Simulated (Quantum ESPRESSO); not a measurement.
# H on hollow sites of Ta(110), stepped through the coverage, part 8 of 10

Wanted: a table for H on hollow sites of Ta(110) against the coverage, and what can be fitted to it.

Quantum ESPRESSO 7.5; plane-wave DFT, PBE, GBRV ultrasoft pseudopotentials.

So far. Step 8 (SCF with pw.x, 0.1111 ML): Inside the slab this potential holds the local part of the pseudopotentials, which can be repulsive at the nuclei; only its value in the vacuum has a meaning of its own. Step 9 (Relaxation with pw.x, 0.75 ML): The relaxation lowers the energy by 15 meV an atom. On the free atoms the largest force ends at 0.043 eV/Å.

## Step 10: Self-consistent run, 0.75 ML

Input file m7.esm.in:

```
&control
  prefix = 'm7.esm'
  outdir = './out'
  pseudo_dir = './pseudo'
  calculation = 'scf'
  tprnfor = .true.
/
&system
  ibrav = 0
  nat = 15
  ntyp = 2
  ecutwfc = 40
  ecutrho = 200
  occupations = 'smearing'
  smearing = 'mv'
  degauss = 0.02
  assume_isolated = 'esm'
  esm_bc = 'bc1'
/
&electrons
  conv_thr = 1e-07
  mixing_beta = 0.25
  electron_maxstep = 160
  mixing_mode = 'local-TF'
  mixing_ndim = 12
/
ATOMIC_SPECIES
  Ta  180.9479  ta_pbe_v1.uspp.F.UPF
  H   1.0080  h_pbe_v1.4.uspp.F.UPF
CELL_PARAMETERS angstrom
  4.69047258242176 -3.31666497000000 0.00000000000000
  4.69047258242176 3.31666497000000 0.00000000000000
  0.00000000000000 0.00000000000000 19.94875422306296
ATOMIC_POSITIONS crystal
  Ta  0.830000000000 0.330000000000 -0.142907796950
  Ta  0.330000000000 0.830000000000 -0.142907796950
  Ta  0.330000000000 0.330000000000 -0.142907796950
  Ta  0.830000000000 0.830000000000 -0.142907796950
  Ta  0.080000000000 0.580000000000 -0.025344751850
  Ta  0.580000000000 0.080000000000 -0.025344751850
  Ta  0.580000000000 0.580000000000 -0.025344751850
  Ta  0.080000000000 0.080000000000 -0.025344751850
  Ta  0.828066687700 0.333108085800 0.088409839250
  Ta  0.333108085800 0.828066687700 0.088409839250
  Ta  0.328376921500 0.328376921500 0.090568750550
  Ta  0.832423735500 0.832423735500 0.091010839650
  H   0.010158642000 0.506841626600 0.142907796950
  H   0.506841626600 0.010158642000 0.142907796950
  H   0.510438715500 0.510438715500 0.140761026450
K_POINTS automatic
  4 4 1 0 0 0
```

Command:

```bash
$ OMP_NUM_THREADS=1 mpirun -n 16 pw.x -nk 1 -in m7.esm.in > m7.esm.out
```

The program printed:

```text
[banner, memory and clock lines left out]
Program PWSCF v.7.5 starts
[...]
Message from routine setup:
[...]
number of electrons       =       159.00
     number of Kohn-Sham states=           96
     kinetic-energy cutoff     =      40.0000  Ry
     charge density cutoff     =     200.0000  Ry
[...]
number of k points=     7  Marzari-Vanderbilt smearing, width (Ry)=  0.0200
[...]
Dense  grid:   200091 G-vectors     FFT dimensions: (  50,  50, 180)
[...]
negative rho (up, down):  1.127E+00 0.000E+00
     Starting wfcs are  159 randomized atomic wfcs
[...]
negative rho (up, down):  1.133E+00 0.000E+00
[...]
estimated scf accuracy    <       4.56422847 Ry
[...]
negative rho (up, down):  1.154E+00 0.000E+00
[...]
estimated scf accuracy    <       2.80850212 Ry
[...]
negative rho (up, down):  1.158E+00 0.000E+00
[...]
estimated scf accuracy    <       0.54743577 Ry
[...]
negative rho (up, down):  1.158E+00 0.000E+00
[...]
estimated scf accuracy    <       0.24977842 Ry
[...]
negative rho (up, down):  1.163E+00 0.000E+00
[...]
estimated scf accuracy    <       0.23094930 Ry
[...]
negative rho (up, down):  1.163E+00 0.000E+00
[...]
estimated scf accuracy    <       0.29452143 Ry
[...]
negative rho (up, down):  1.158E+00 0.000E+00
[...]
estimated scf accuracy    <       0.36740265 Ry
[...]
negative rho (up, down):  1.161E+00 0.000E+00
[...]
estimated scf accuracy    <       1.05964587 Ry
[...]
negative rho (up, down):  1.170E+00 0.000E+00
[...]
estimated scf accuracy    <       0.76830946 Ry
[...]
negative rho (up, down):  1.178E+00 0.000E+00
[...]
estimated scf accuracy    <       0.11549860 Ry
[...]
negative rho (up, down):  1.175E+00 0.000E+00
[...]
estimated scf accuracy    <       0.10104552 Ry
[...]
negative rho (up, down):  1.170E+00 0.000E+00
[...]
estimated scf accuracy    <       0.02457937 Ry
[...]
negative rho (up, down):  1.169E+00 0.000E+00
[...]
estimated scf accuracy    <       0.05534962 Ry
[...]
negative rho (up, down):  1.170E+00 0.000E+00
[...]
estimated scf accuracy    <       0.01160520 Ry
[...]
negative rho (up, down):  1.176E+00 0.000E+00
[...]
estimated scf accuracy    <       0.01506475 Ry
[...]
negative rho (up, down):  1.176E+00 0.000E+00
[...]
estimated scf accuracy    <       0.00360496 Ry
[...]
negative rho (up, down):  1.175E+00 0.000E+00
[...]
estimated scf accuracy    <       0.04778939 Ry
[...]
negative rho (up, down):  1.179E+00 0.000E+00
[...]
estimated scf accuracy    <       0.02679046 Ry
[...]
negative rho (up, down):  1.178E+00 0.000E+00
[...]
estimated scf accuracy    <       0.01242325 Ry
[...]
negative rho (up, down):  1.175E+00 0.000E+00
[...]
estimated scf accuracy    <       0.00674279 Ry
[...]
negative rho (up, down):  1.174E+00 0.000E+00
[...]
estimated scf accuracy    <       0.00218174 Ry
[...]
negative rho (up, down):  1.175E+00 0.000E+00
[...]
estimated scf accuracy    <       0.00032578 Ry
[...]
negative rho (up, down):  1.176E+00 0.000E+00
[...]
estimated scf accuracy    <       0.00013824 Ry
[...]
negative rho (up, down):  1.176E+00 0.000E+00
[...]
estimated scf accuracy    <       0.00004627 Ry
[...]
negative rho (up, down):  1.176E+00 0.000E+00
[...]
estimated scf accuracy    <       0.00005536 Ry
[...]
negative rho (up, down):  1.176E+00 0.000E+00
[...]
estimated scf accuracy    <       0.00001007 Ry
[...]
negative rho (up, down):  1.176E+00 0.000E+00
[...]
estimated scf accuracy    <       0.00001672 Ry
[...]
negative rho (up, down):  1.176E+00 0.000E+00
[...]
estimated scf accuracy    <       0.00001436 Ry
[...]
negative rho (up, down):  1.176E+00 0.000E+00
[...]
estimated scf accuracy    <       0.00001044 Ry
[...]
negative rho (up, down):  1.176E+00 0.000E+00
[...]
estimated scf accuracy    <       0.00000086 Ry
[...]
negative rho (up, down):  1.176E+00 0.000E+00
[...]
estimated scf accuracy    <       0.00000403 Ry
[...]
negative rho (up, down):  1.176E+00 0.000E+00
[...]
estimated scf accuracy    <       0.00000168 Ry
[...]
negative rho (up, down):  1.176E+00 0.000E+00
[...]
estimated scf accuracy    <       0.00000234 Ry
[...]
negative rho (up, down):  1.176E+00 0.000E+00
[...]
estimated scf accuracy    <       0.00000285 Ry
[...]
negative rho (up, down):  1.176E+00 0.000E+00
[...]
estimated scf accuracy    <       0.00000208 Ry
[...]
negative rho (up, down):  1.176E+00 0.000E+00
[...]
estimated scf accuracy    <       0.00000200 Ry
[...]
negative rho (up, down):  1.176E+00 0.000E+00
[...]
estimated scf accuracy    <       0.00000175 Ry
[...]
negative rho (up, down):  1.176E+00 0.000E+00
[...]
estimated scf accuracy    <       0.00000196 Ry
[...]
negative rho (up, down):  1.176E+00 0.000E+00
[...]
estimated scf accuracy    <       0.00000184 Ry
[...]
negative rho (up, down):  1.176E+00 0.000E+00
[...]
estimated scf accuracy    <       0.00000171 Ry
[...]
negative rho (up, down):  1.176E+00 0.000E+00
[...]
estimated scf accuracy    <       0.00000165 Ry
[...]
negative rho (up, down):  1.176E+00 0.000E+00
[...]
estimated scf accuracy    <       0.00000167 Ry
[...]
negative rho (up, down):  1.176E+00 0.000E+00
[...]
estimated scf accuracy    <       0.00000171 Ry
[...]
negative rho (up, down):  1.176E+00 0.000E+00
[...]
estimated scf accuracy    <       0.00000020 Ry
[...]
negative rho (up, down):  1.176E+00 0.000E+00
[...]
the Fermi energy is    -4.5964 ev
!    total energy              =   -1705.58343151 Ry
     estimated scf accuracy    <       0.00000007 Ry
     smearing contrib. (-TS)   =       0.00356350 Ry
     internal energy E=F+TS    =   -1705.58699501 Ry
[...]
one-electron contribution =   12149.38590379 Ry
     hartree contribution      =   -6131.23493535 Ry
     xc contribution           =    -508.30053669 Ry
     ewald contribution        =   -7215.43742676 Ry
     convergence has been achieved in  45 iterations
     negative rho (up, down):  1.176E+00 0.000E+00
[...]
Total force =     0.050151     Total SCF correction =     0.000640
[...]
```

The job ended after 2.1 min (16 MPI ranks of Arm Neoverse V2, shared host; peak memory 2.4 GiB; 33 min of CPU time).

Read from the output:

```
free energy                                                    : -23205.6448 eV
Fermi energy                                                   : -4.596 eV
vacuum line at the lower end of the cell, over the Fermi level : 4.807 eV
vacuum line at the upper end of the cell, over the Fermi level : 4.386 eV
```

Inside the slab this potential holds the local part of the pseudopotentials, which can be repulsive at the nuclei; only its value in the vacuum has a meaning of its own.

(Continued in part 9 of 10.)

[Logs are printed without paths, hosts, clocks, repeated set-up lines and the standing remarks that a program may print on its own settings, such as how far it seeks lower states.]

[Hosts, paths, dates, database ids (printed as entryN), source tags and the programs' standing remarks are cut or masked in the printed files.]

[Maps of the electrostatic potential energy from Ansatz leave out the sawtooth potential of an applied field or a dipole correction, so their vacuum need not be flat; planar profiles and work functions include it.]
